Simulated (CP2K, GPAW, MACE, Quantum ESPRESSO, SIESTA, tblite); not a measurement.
# Predicting plane-wave site energies from CP2K double zeta, PBE: a vacancy of Ge in amorphous Ge at 5.40 g/cm^3 (72 atoms)

Density of this cell: 5.40 g/cm³. The cell holds 72 atoms: 72 Ge. Cell: a = 11.713 Å, b = 11.713 Å, c = 11.713 Å, α = 90.0°, β = 90.0°, γ = 90.0°. 72 atoms (72 Ge) placed at random at 5.4 g/cm³, melted at 3500 K for 10 ps at fixed volume with the Tersoff potential (Tersoff, Phys. Rev. B 39, 5566 (1989)). Quenched from 3500 K to 300 K at 20 K/ps and fixed volume, annealed at 800 K for 20 ps, held 5 ps, then minimised at fixed cell. Then the atoms were relaxed with MACE MPA-0 medium in the fixed cell.

Calculated with Quantum ESPRESSO 7.5: PBE; plane waves, SSSP efficiency, 45/360 Ry; k-points Γ. The cheaper level is PBE; DZVP-MOLOPT-SR, GTH-PBE potentials, 350 Ry; k-points Γ. Each row is one cell with a vacancy of Ge, relaxed with MACE MPA-0 medium; both levels solve the same cells, and energies are counted from site Ge59 at each level.

```
energy from CP2K double zeta, PBE (eV)  energy from plane waves (eV)  site
                                 0.000                             0  Ge59
                                 0.481                        0.4450  Ge33
                                 0.518                             ?     ?
                                 1.106                         1.114  Ge56
                                 1.388                         1.385  Ge23
```

**Question.** Fit a straight line to the rows given and interpolate to the withheld row.

Worked fit:

Take u as the energy from CP2K double zeta, PBE and v as that from plane waves.

| u (eV) | v (eV) |
| --- | --- |
| 0 | 0 |
| 0.481124 | 0.444984 |
| 1.10604 | 1.11389 |
| 1.38804 | 1.38478 |

With n = 4: mean u = 0.743799, mean v = 0.735914, Σ(u − ū)² = 1.1685, Σ(u − ū)(v − v̄) = 1.1787. Slope b = 1.1787 / 1.1685 = 1.0088; intercept a = v̄ − b ū = -0.014404.

At the withheld site u = 0.5179, and v = a + b u.

Prediction at 0.518: 0.5080 eV. The run gave 0.5014 eV, so the fit is high by 0.0066 eV (1.3 % of the value).

The slope of 1.0 says that CP2K double zeta, PBE spreads the sites about as widely as plane waves do. Taken as it stands, without the line, its value misses the withheld site by 0.016 eV. Among the rows given, the largest miss of the fit is at 0.481, by 0.026 eV (1.9 % of the range of the table).

Limits: Few sites, one cell. The geometries are those of MACE MPA-0 medium, not of DFT.

[Logs are printed without paths, hosts, clocks, repeated set-up lines and the standing remarks that a program may print on its own settings, such as how far it seeks lower states.]

[Hosts, paths, dates, database ids (printed as entryN), source tags and the programs' standing remarks are cut or masked in the printed files.]
